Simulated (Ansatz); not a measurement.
# The valence band of K2CdSe2O6 as photoemission sees it, part 2 of 3

What would valence photoemission of K2CdSe2O6 look like, and what sets its shape?

Ansatz 0.2.0; DFT, PBEsol, plane-wave PAW, default files, scalar-relativistic (the session's first sound run).

So far. Step 2 (Self-consistent run, DOS and bands): At this level the gap is 3.72 eV on the path.

**3. With spin–orbit coupling**

This step: DFT, PBEsol, plane-wave PAW, default files, with spin-orbit coupling (Ansatz 0.2.0).

Spin–orbit coupling splits and shifts levels of heavy atoms, so the bands are solved again with spinors.

Contents of input.yaml:

```yaml
crystal:
  lattice:
    - [2.84875, 1.6447265794, 6.3162]
    - [-2.84875, 1.6447265794, 6.3162]
    - [0.0, -3.2894531587, 6.3162]
  atoms:
    - { symbol: Cd, position: [0.0, 0.0, 0.0] }
    - { symbol: Se, position: [0.3760333333, 0.3760333333, 0.3760333333] }
    - { symbol: Se, position: [0.6239666667, 0.6239666667, 0.6239666667] }
    - { symbol: K, position: [0.1960733333, 0.1960733333, 0.1960733333] }
    - { symbol: K, position: [0.8039266667, 0.8039266667, 0.8039266667] }
    - { symbol: O, position: [0.25804, 0.25804, 0.72374] }
    - { symbol: O, position: [0.72374, 0.25804, 0.25804] }
    - { symbol: O, position: [0.25804, 0.72374, 0.25804] }
    - { symbol: O, position: [0.27626, 0.74196, 0.74196] }
    - { symbol: O, position: [0.74196, 0.74196, 0.27626] }
    - { symbol: O, position: [0.74196, 0.27626, 0.74196] }
kpoints:
  mp_grid: { grid: [6, 6, 6] }
  band_path:
    path:
      - [[0.0, 0.0, 0.0], [0.5, 0.5, 0.5], [0.788129, 0.211871, 0.5]]
      - [[0.5, -0.211871, 0.211871], [0.5, 0.0, 0.0], [0.0, 0.0, 0.0], [0.355936, -0.355936, 0.0]]
      - [[0.644064, 0.0, 0.355936], [0.5, 0.0, 0.5], [0.0, 0.0, 0.0]]
    npoints: 12
scf:
  occupations: { method: fermi_dirac, width: 0.02 }
  n_extra_bands: 52
hamiltonian:
  xc: pbesol
  pseudopotentials: { kind: paw_fr }
output:
  forces: true
  stress: true
  dos:
    projected: true
    de: 0.05
    e_range: [-30, 12]
    nscf_kmesh: { grid: [8, 8, 8] }
    method: { smearing: { sigma: 0.08, scheme: gaussian } }
  fatbands: true
magnetization:
  noncollinear: true
  spin_orbit: true
```

Launch:

```console
$ ansatz run input.yaml --threads 2 --pin off --max-ram 6144MiB --backend cpu --events-out ev --progress --plain --runs-dir out
```

Numbers of over 12 decimals in the logs are rounded to 6 here.

The program printed:

```text
[...]
non-collinear run that drives no moment, with spin-orbit: no starting moment large enough to seed its density (crystal.atoms[].spin), no starting occupations that ask for one, no magnetisation constraint and no magnetic field, so the semilocal B_xc is pinned to zero
Crystal: 11 atoms, lattice volume = 177.564 Å³
Basis set: ecut = 420 eV, 3465 PW (Γ), exchange–correlation on 96×96×96 points (8 copies of the dense FFT grid, shifted against one another)
Bands: 158, of which v1, the nominal top of the filled ones, is band 106 counted from 1 (105 counted from 0)
Symmetry: 12 space group operations + 12 with time reversal
[...]
k-points: 32 of 216
Projection manifold: j_resolved (fully-relativistic pseudo-atomic orbitals)
[...]
SCF iter   1: F=—  HF=-25440.921655 eV  |F-HF|=—  |Δ(HF+E_count)|=         —  Δρ=8.97e-2  dr2=2.50e1  dr2_m=0.00e0 (ungated)  ethr=3.10e-3  |M|=0.00e0 ∫|m|=0.00e0 μB  |m|>n=0.0e0 m-floor=0.0e0 τ_xc=0.0e0  β_m=0.30  ⟨swp⟩=7.0  Hψ=12949  notcnv=0  defer=826
[...]
spin=Noncollinear: Resta preconditioning applied to the charge; magnetization (m_x, m_y, m_z) channels mix plain (no charge-response kernel on spin).
SCF iter   2: F=—  HF=-25435.166605 eV  |F-HF|=—  |Δ(HF+E_count)|=    5.76e0  Δρ=5.32e-2  dr2=9.43e0  dr2_m=0.00e0 (ungated)  ethr=3.10e-3  |M|=0.00e0 ∫|m|=0.00e0 μB  |m|>n=0.0e0 m-floor=0.0e0 τ_xc=0.0e0  β_m=0.52  ⟨swp⟩=2.6  Hψ=4693  notcnv=0  defer=1464
[...]
SCF iter  10: F=-25431.768084 eV  HF=-25431.768084 eV  |F-HF|=2.04e-8  |Δ(HF+E_count)|=   1.41e-6  Δρ=4.17e-6  dr2=4.49e-8  dr2_m=0.00e0 (ungated)  ethr=9.43e-11  |M|=0.00e0 ∫|m|=0.00e0 μB  |m|>n=0.0e0 m-floor=0.0e0 τ_xc=0.0e0  ⟨swp⟩=10.5  Hψ=15863  notcnv=0
SCF 1 converged in 10 iterations: F = -25431.768084 eV  dr2 = 4.49e-8
[...]
NSCF: frozen V_eff on 87 k-points
[...]
SCF converged after 10 iterations
Magnetization: |M| = 0.0000 μB,  M = (+0.0000, +0.0000, +0.0000) μB
Absolute magnetization: 0.0000 μB (∫|m|)
  site 0: m = (+0.0000, +0.0000, +0.0000) μB, |m| = 0.0000 μB  (R = 0.96 Å)
  site 1: m = (+0.0000, +0.0000, +0.0000) μB, |m| = 0.0000 μB  (R = 0.70 Å)
  site 2: m = (+0.0000, +0.0000, +0.0000) μB, |m| = 0.0000 μB  (R = 0.70 Å)
  site 3: m = (+0.0000, +0.0000, +0.0000) μB, |m| = 0.0000 μB  (R = 1.16 Å)
  site 4: m = (+0.0000, +0.0000, +0.0000) μB, |m| = 0.0000 μB  (R = 1.16 Å)
  site 5: m = (+0.0000, +0.0000, +0.0000) μB, |m| = 0.0000 μB  (R = 0.70 Å)
  site 6: m = (+0.0000, +0.0000, +0.0000) μB, |m| = 0.0000 μB  (R = 0.70 Å)
  site 7: m = (+0.0000, +0.0000, +0.0000) μB, |m| = 0.0000 μB  (R = 0.70 Å)
  site 8: m = (+0.0000, +0.0000, +0.0000) μB, |m| = 0.0000 μB  (R = 0.70 Å)
  site 9: m = (+0.0000, +0.0000, +0.0000) μB, |m| = 0.0000 μB  (R = 0.70 Å)
  site 10: m = (+0.0000, +0.0000, +0.0000) μB, |m| = 0.0000 μB  (R = 0.70 Å)
Free energy (F): -25431.768084 eV
[...]
Internal energy: -25431.768084 eV  (E = F + TS)
E sigma→0 (E₀):  -25431.768084 eV
Fermi energy:    7.541539 eV
[...]
--- Forces (eV/Å), atoms counted from 1 ---
  atom   1  Cd    -0.00000000     0.00000000     0.00000000
  atom   2  Se     0.00000000    -0.00000000    -1.14716867
  atom   3  Se     0.00000000     0.00000000     1.14716867
  atom   4  K     -0.00000000     0.00000000     0.01555312
  atom   5  K     -0.00000000    -0.00000000    -0.01555312
  atom   6  O      0.00000000    -0.73639602     0.38274336
  atom   7  O      0.63773766     0.36819801     0.38274336
  atom   8  O     -0.63773766     0.36819801     0.38274336
  atom   9  O     -0.63773766    -0.36819801    -0.38274336
  atom  10  O      0.00000000     0.73639602    -0.38274336
  atom  11  O      0.63773766    -0.36819801    -0.38274336
  max |Σ_I F_I| component: 4.44e-16 eV/Å
--- Stress (GPa, compression-positive) ---
        2.145228       0.000000      -0.000000
        0.000000       2.145228      -0.000000
        0.000000      -0.000000       0.905913
  P = ⅓ Tr σ = 1.7321 GPa (17.321 kbar)
--- Band table (eV; the first three rows and the last of 32) ---
  k-point 0: bands = [... 102 lower, 5.2863, 5.2863, 5.3080, 5.3080, 9.3683, 9.3683, 10.3043, 10.3043, ... 48 higher]
  k-point 1: bands = [... 102 lower, 5.2771, 5.2771, 5.4342, 5.4342, 9.6677, 9.6677, 10.3116, 10.3116, ... 48 higher]
  k-point 2: bands = [... 102 lower, 5.2786, 5.2786, 5.5698, 5.5698, 10.0217, 10.0217, 10.3693, 10.3693, ... 48 higher]
  k-point 31: bands = [... 102 lower, 5.2594, 5.2594, 5.3832, 5.3832, 9.7261, 9.7261, 10.3048, 10.3048, ... 48 higher]
```

The job ended after 16 min (2 threads of Arm Neoverse V2, shared host; peak memory 2.6 GiB; 32 min of CPU time).

This step gave:

- free energy: -25431.7681 eV
- Fermi energy: 7.542 eV
- pressure: 1.732 GPa
- gap on the k-mesh: 3.720 eV
- gap on the path: 3.718 eV
- least direct gap on the path: 4.060 eV

Electronic bands along the path, in eV, zero at the valence-band maximum; v1 is the highest filled band, c1 the lowest empty one:

```tsv
point	v4	v3	v2	v1	c1	c2	c3	c4
Γ	-0.36	-0.36	-0.34	-0.34	3.72	3.72	4.66	4.66
halfway	-0.36	-0.36	-0.31	-0.31	3.87	3.87	4.74	4.74
T	-0.39	-0.39	-0.27	-0.27	4.08	4.08	4.66	4.66
halfway	-0.45	-0.45	-0.16	-0.16	4.48	4.48	4.94	4.94
H2	-0.36	-0.36	-0.01	-0.01	4.35	4.35	5.39	5.39
jump to H0	-0.36	-0.36	-0.01	-0.01	4.35	4.35	5.39	5.39
halfway	-0.41	-0.41	0.00	0.00	4.33	4.33	5.25	5.25
L	-0.37	-0.37	-0.02	-0.02	4.51	4.51	4.75	4.75
halfway	-0.37	-0.37	-0.14	-0.14	4.23	4.23	4.69	4.69
Γ	-0.36	-0.36	-0.34	-0.34	3.72	3.72	4.66	4.66
halfway	-0.48	-0.48	-0.10	-0.10	4.27	4.27	4.80	4.80
S0	-0.37	-0.37	0.00	0.00	4.33	4.33	5.45	5.45
jump to S2	-0.37	-0.37	0.00	0.00	4.33	4.33	5.45	5.45
halfway	-0.36	-0.36	-0.04	-0.04	4.39	4.39	5.12	5.12
F	-0.30	-0.30	-0.08	-0.08	4.46	4.46	4.92	4.92
halfway	-0.34	-0.34	-0.17	-0.17	4.25	4.25	4.75	4.75
Γ	-0.36	-0.36	-0.34	-0.34	3.72	3.72	4.66	4.66
```

Of the projections kept (Cd s, Cd d, Se s, Se p, K s, K p, O s, O p, not projected), the largest for each band there; the rest of the weight can lie on other orbitals:

```tsv
point	v4	v3	v2	v1	c1	c2	c3	c4
Γ	O p 0.74	O p 0.74	O p 0.99	O p 0.99	Cd s 0.47	Cd s 0.47	Se p 0.48	Se p 0.48
T	O p 0.99	O p 0.99	O p 0.68	O p 0.68	Cd s 0.56	Cd s 0.56	K s 0.26	K s 0.26
H2	O p 0.71	O p 0.71	O p 0.75	O p 0.75	Se p 0.35	Se p 0.35	Se p 0.45	Se p 0.45
H0	O p 0.71	O p 0.71	O p 0.75	O p 0.75	Se p 0.35	Se p 0.35	Se p 0.45	Se p 0.45
L	O p 0.89	O p 0.89	O p 0.75	O p 0.75	Se p 0.28	Se p 0.28	Se p 0.47	Se p 0.47
Γ	O p 0.74	O p 0.74	O p 0.99	O p 0.99	Cd s 0.47	Cd s 0.47	Se p 0.48	Se p 0.48
```

Maxima picked by a test of local sharpness, so broad peaks and shoulders can be missing; peaks within 0.45 eV of a curve's cut are left out. Valence peaks, by row, the first 40 of 49 rows:

```tsv
photon energy (eV)	binding energy (eV)	height (% of the maximum within 13 eV)	main shell	its share (%)
21.2	6.602	26.64	O 2p	42.67
21.2	5.902	36.5	O 2p	45.85
21.2	4.752	71.38	O 2p	66.68
21.2	3.852	26.48	O 2p	59.6
21.2	1.902	96.99	O 2p	97.71
21.2	0.6022	100	O 2p	94.75
100	20.1	56.48	O 2s	77.12
100	17.3	131.8	O 2s	96.72
100	11.35	80.35	K 3p	95.89
100	9.752	48.8	O 2s	50.48
100	6.602	35.13	Cd 4d	63.12
100	5.952	43.36	Cd 4d	54.94
100	4.752	62.06	O 2p	78.83
100	3.902	21.12	O 2p	76.95
100	1.902	98.69	O 2p	98.69
100	0.6522	100	O 2p	97.91
1487	20.1	48.32	O 2s	56.12
1487	17.3	90.52	O 2s	87.7
1487	11.35	57.83	K 3p	96.92
1487	9.752	39.45	Se 4s	45.28
1487	6.602	91.09	Cd 4d	96.46
1487	5.902	100	Cd 4d	94.37
1487	4.802	31.82	Cd 4d	54.61
1487	3.902	13.85	Cd 4d	56.02
1487	2.752	4.165	Cd 4d	36.63
1487	1.902	5.84	O 2p	38.57
1487	0.4522	13.15	Cd 4d	44.23
2984	20.1	76.87	Se 4s	53.93
2984	17.3	111.7	O 2s	86.26
2984	11.35	50.29	K 3p	94.43
2984	9.752	63.03	Se 4s	60.6
2984	6.602	90.16	Cd 4d	94.96
2984	5.902	100	Cd 4d	91.95
2984	4.752	36	Cd 4d	45.28
2984	3.902	15.92	Cd 4d	47.51
2984	2.802	5.049	Cd 4d	29.59
2984	1.952	5.472	Cd 4d	39.96
2984	0.4522	16.27	Se 4s	36
8048	20.1	118.8	Se 4s	72.09
8048	17.3	103.2	O 2s	86.66
```

Spectra as before, but with a recipe of its own (widths, and in some runs the light), which changes peak heights and what is resolved: Gaussian 0.15 eV, Lorentzian 0.2 eV plus 0 times the binding energy, linear light, analyser at 0°, Fermi edge at 77 K; some photon energies differ too.

Side by side:

```tsv
quantity	this run	base run	difference
gap on the path (eV)	3.7183	3.7219	-0.00360
least direct gap on the path (eV)	4.0602	4.0645	-0.00430
gap on the k-mesh (eV)	3.7197	3.7233	-0.00354
```

**4. With r²SCAN**

This step: DFT, r2SCAN, plane-wave PAW, default files, scalar-relativistic (Ansatz 0.2.0).

The run is repeated with r²SCAN on the same cell, to see how much the levels hang on the functional.

input.yaml, as its differences from that of step 3:

```diff
@@ -27,6 +27,6 @@
   occupations: { method: fermi_dirac, width: 0.02 }
-  n_extra_bands: 52
+  n_extra_bands: 26
 hamiltonian:
-  xc: pbesol
-  pseudopotentials: { kind: paw_fr }
+  xc: r2scan
+  pseudopotentials: { kind: paw }
 output:
@@ -39,6 +39,2 @@
     nscf_kmesh: { grid: [8, 8, 8] }
-    method: { smearing: { sigma: 0.08, scheme: gaussian } }
   fatbands: true
-magnetization:
-  noncollinear: true
-  spin_orbit: true
```

The program printed:

```text
[...]
Crystal: 11 atoms, lattice volume = 177.564 Å³
Basis set: ecut = 500 eV, 4517 PW (Γ), exchange–correlation on 216×216×216 points (64 copies of the dense FFT grid, shifted against one another)
Bands: 79, of which v1, the nominal top of the filled ones, is band 53 counted from 1 (52 counted from 0)
Symmetry: 12 space group operations
[...]
k-points: 32 of 216
[...]
SCF iter   1: F=—  HF=-25720.672212 eV  |F-HF|=—  |Δ(HF+E_count)|=         —  Δρ=6.77e-3  dr2=6.66e-2  dr2_τ=4.77e-1  ethr=1.77e-3  ⟨swp⟩=6.0  Hψ=10365  notcnv=0  defer=278
[...]
SCF iter   7: F=-25720.811618 eV  HF=-25720.811618 eV  |F-HF|=1.27e-8  |Δ(HF+E_count)|=   3.02e-7  Δρ=4.60e-6  dr2=3.95e-8  dr2_τ=4.28e-9  ethr=9.43e-11  ⟨swp⟩=11.5  Hψ=14298  notcnv=0
SCF 1 converged in 7 iterations: F = -25720.811618 eV  dr2 = 3.95e-8
[...]
SCF converged after 7 iterations
Free energy (F): -25720.811618 eV
[...]
Internal energy: -25720.811618 eV  (E = F + TS)
E sigma→0 (E₀):  -25720.811618 eV
Fermi energy:    7.653793 eV
[...]
--- Forces (eV/Å), atoms counted from 1 ---
  atom   1  Cd     0.00000000     0.00000000     0.00000000
  atom   2  Se    -0.00000000    -0.00000000    -0.60012536
  atom   3  Se     0.00000000     0.00000000     0.60012536
  atom   4  K     -0.00000000    -0.00000000    -0.00417094
  atom   5  K      0.00000000     0.00000000     0.00417094
  atom   6  O      0.00000000    -0.37511092     0.22881541
  atom   7  O      0.32485558     0.18755546     0.22881541
  atom   8  O     -0.32485558     0.18755546     0.22881541
  atom   9  O     -0.32485558    -0.18755546    -0.22881541
  atom  10  O      0.00000000     0.37511092    -0.22881541
  atom  11  O      0.32485558    -0.18755546    -0.22881541
  max |Σ_I F_I| component: 1.11e-16 eV/Å
--- Stress (GPa, compression-positive) ---
        1.303904       0.000000       0.000000
        0.000000       1.303904      -0.000000
        0.000000      -0.000000       0.610564
  P = ⅓ Tr σ = 1.0728 GPa (10.728 kbar)
--- Band table (eV; the first three rows and the last of 32) ---
  k-point 0: bands = [... 49 lower, 4.9485, 4.9485, 4.9682, 5.0369, 9.8484, 10.5554, 10.5554, 11.4226, ... 22 higher]
  k-point 1: bands = [... 49 lower, 4.7210, 4.8414, 4.9562, 5.1769, 10.0976, 10.5500, 10.5998, 11.7326, ... 22 higher]
  k-point 2: bands = [... 49 lower, 4.6597, 4.8562, 4.9589, 5.3158, 10.3173, 10.5827, 11.1810, 12.1576, ... 22 higher]
  k-point 31: bands = [... 49 lower, 4.8484, 4.8484, 4.9211, 5.1465, 10.2132, 10.7362, 10.7362, 10.7676, ... 22 higher]
```

Wall time 98 s (2 threads); peak memory 1.4 GiB; 3.2 min of CPU time.

Numbers from this step:

```yaml
free_energy: -25720.8116 eV
fermi_energy: 7.654 eV
pressure: 1.073 GPa
gap_on_the_k_mesh: 4.457 eV
share_of_occupied_states_in_no_projected_shell: 0.0098 of the occupied states in the window
gap_on_the_path: 4.455 eV
least_direct_gap_on_the_path: 4.781 eV
valence_top_on_path: 0.0016 eV
```

Electronic bands along the path, in eV, zero at the valence-band maximum; v1 is the highest filled band, c1 the lowest empty one:

```tsv
point	v4	v3	v2	v1	c1	c2	c3	c4
Γ	-0.44	-0.44	-0.42	-0.35	4.46	5.16	5.16	6.03
halfway	-0.49	-0.49	-0.44	-0.30	4.61	5.25	5.25	5.73
T	-0.54	-0.54	-0.47	-0.24	4.82	5.34	5.34	5.38
halfway	-0.67	-0.56	-0.45	-0.15	5.05	5.43	5.67	6.18
H2	-0.86	-0.79	-0.35	-0.01	4.83	5.91	6.26	7.10
jump to H0	-0.86	-0.79	-0.35	-0.01	4.83	5.91	6.26	7.10
halfway	-0.83	-0.74	-0.40	0.00	4.81	5.77	6.16	7.10
L	-0.78	-0.46	-0.43	-0.02	5.04	5.22	6.11	7.06
halfway	-0.66	-0.62	-0.43	-0.14	4.84	5.17	5.45	6.60
Γ	-0.44	-0.44	-0.42	-0.35	4.46	5.16	5.16	6.03
halfway	-0.71	-0.58	-0.53	-0.10	4.80	5.30	5.63	6.86
S0	-0.87	-0.81	-0.36	-0.01	4.80	5.98	6.21	7.13
jump to S2	-0.87	-0.81	-0.36	-0.01	4.80	5.98	6.21	7.13
halfway	-0.83	-0.54	-0.35	-0.04	4.88	5.62	6.25	7.04
F	-0.79	-0.37	-0.36	-0.07	4.98	5.38	6.18	7.00
halfway	-0.64	-0.57	-0.40	-0.16	4.85	5.22	5.47	6.49
Γ	-0.44	-0.44	-0.42	-0.35	4.46	5.16	5.16	6.03
```

Of the projections kept (Cd s, Cd d, Se s, Se p, K s, K p, O s, O p, not projected), the largest for each band there; the rest of the weight can lie on other orbitals:

```tsv
point	v4	v3	v2	v1	c1	c2	c3	c4
Γ	O p 0.88	O p 0.88	O p 0.99	O p 0.73	Cd s 0.48	Se p 0.50	Se p 0.50	Se p 0.33
T	O p 0.87	O p 0.87	O p 0.99	O p 0.68	Cd s 0.57	Se p 0.52	Se p 0.52	K s 0.26
H2	O p 0.96	O p 0.91	O p 0.71	O p 0.74	Se p 0.38	Se p 0.47	Se p 0.43	Cd s 0.46
H0	O p 0.96	O p 0.91	O p 0.71	O p 0.74	Se p 0.38	Se p 0.47	Se p 0.43	Cd s 0.46
L	O p 0.99	O p 0.68	O p 0.90	O p 0.75	Se p 0.31	Se p 0.49	Se p 0.44	Cd s 0.31
Γ	O p 0.88	O p 0.88	O p 0.99	O p 0.73	Cd s 0.48	Se p 0.50	Se p 0.50	Se p 0.33
```

The DOS has structure finer than the step of the table below, so its rows give means over 2 eV, whole bins alone (the curve runs from -22.7 to 13.8 eV). Peaks (eV: height): total -18.4: 54.0, -11.9: 37.5, -11.6: 26.0, -6.6: 26.4; O 2p -2.2: 11.6, -1.9: 20.0, -0.8: 20.0, -0.5: 13.5; K 3p -11.9: 36.1, -11.6: 25.8; Cd 4d -6.6: 19.5, -6.2: 22.5; Se 4p -18.4: 8.00, -4.8: 4.03, 4.9: 2.74, 5.4: 2.82.

* holds the states left over by the projection beside any projected weight of its own, shared among the starred shells. DOS against E, zero at the valence-band maximum; means over each step; 7 of 11 lines; values in states/eV/cell:

```tsv
E (eV)	total	O 2p	K 3p	Cd 4d	Se 4p	O 2s	Se 4s
-20	0.271	0.0185	1.3e-4	6.6e-4	0.0104	0.154	0.0826
-18	4.00	0.0631	0.00557	0.0143	0.590	3.26	8.0e-4
-16	0	0	0	0	0	0	0
-14	0	0	0	0	0	0	0
-12	6.00	0.0832	5.82	0.00196	0.0158	0.0242	0.0381
-10	2.00	0.440	0.0917	0.0407	0.0665	0.607	0.715
-8	0	0	0	0	0	0	0
-6	7.04	1.72	0	4.27	0.728	0.129	0.0428
-4	4.10	2.26	0	0.428	0.955	0.306	0.0275
-2	6.66	6.09	0	0.0952	0.122	0.0427	0.00584
0	5.20	4.42	0	0.143	0.268	0.00560	0.176
2	0	0	0	0	0	0	0
4	0.851	0.200	0	2.0e-4	0.280	0.0892	0.00124
6	3.47	0.898	0	0.00119	1.37	0.203	0.0970
8	3.90	0.828	0	0.00259	0.925	0.121	0.220
10	8.02	0.309	0	0.00119	0.251	0.0306	0.0303
12	6.34	0.126	0	2.7e-4	0.0900	0.0124	0.0156
```

This run's widths, added to any smearing of the DOS itself: Gaussian 0.35 eV, Lorentzian 0.2 eV plus 0.05 an eV of depth. Intensity against binding energy, zero at the valence-band maximum; values in % of the maximum within 13 eV:

```tsv
binding energy (eV)	21.2 eV	60 eV	1253.6 eV	1486.7 eV	9251.7 eV
0	36.9	20.7	6.13	6.29	21.6
2	92.9	54.0	7.21	6.73	7.53
4	26.3	18.3	13.0	13.2	21.7
6	31.2	63.7	62.6	62.7	65.9
8	2.55	5.02	5.31	5.33	7.28
10	-	8.40	14.1	14.8	61.0
12	-	9.83	35.5	34.4	38.3
14	-	0.923	2.26	2.23	3.46
16	-	0.899	1.86	1.87	3.78
18	-	6.86	14.5	14.7	30.1
20	-	2.45	5.30	5.46	16.8
22	-	1.76	3.89	4.07	15.9
```

Spectra as before, but with a recipe of its own (widths, and in some runs the light), which changes peak heights and what is resolved: Gaussian 0.35 eV, Lorentzian 0.2 eV plus 0.05 times the binding energy, unpolarised light, analyser at 54.7°, Fermi edge at 300 K; some photon energies differ too.

Side by side:

```tsv
quantity	this run	base run	difference
gap on the path (eV)	4.4552	3.7219	0.733
least direct gap on the path (eV)	4.7811	4.0645	0.717
gap on the k-mesh (eV)	4.4569	3.7233	0.734
```

The two runs differ clearly in the gap on the k-mesh: 4.46 eV against 3.72 eV.

At this level the gap is 4.46 eV on the path.

(Part 2 of 3 ends here.)

[Logs are printed without paths, hosts, clocks, repeated set-up lines and the standing remarks that a program may print on its own settings, such as how far it seeks lower states.]

[Hosts, paths, dates, database ids (printed as entryN), source tags and the programs' standing remarks are cut or masked in the printed files.]

[Maps of the electrostatic potential energy from Ansatz leave out the sawtooth potential of an applied field or a dipole correction, so their vacuum need not be flat; work functions include it.]

[Peak lists hold at most the 14 tallest peaks of each spectrum; further lines can be left out.]
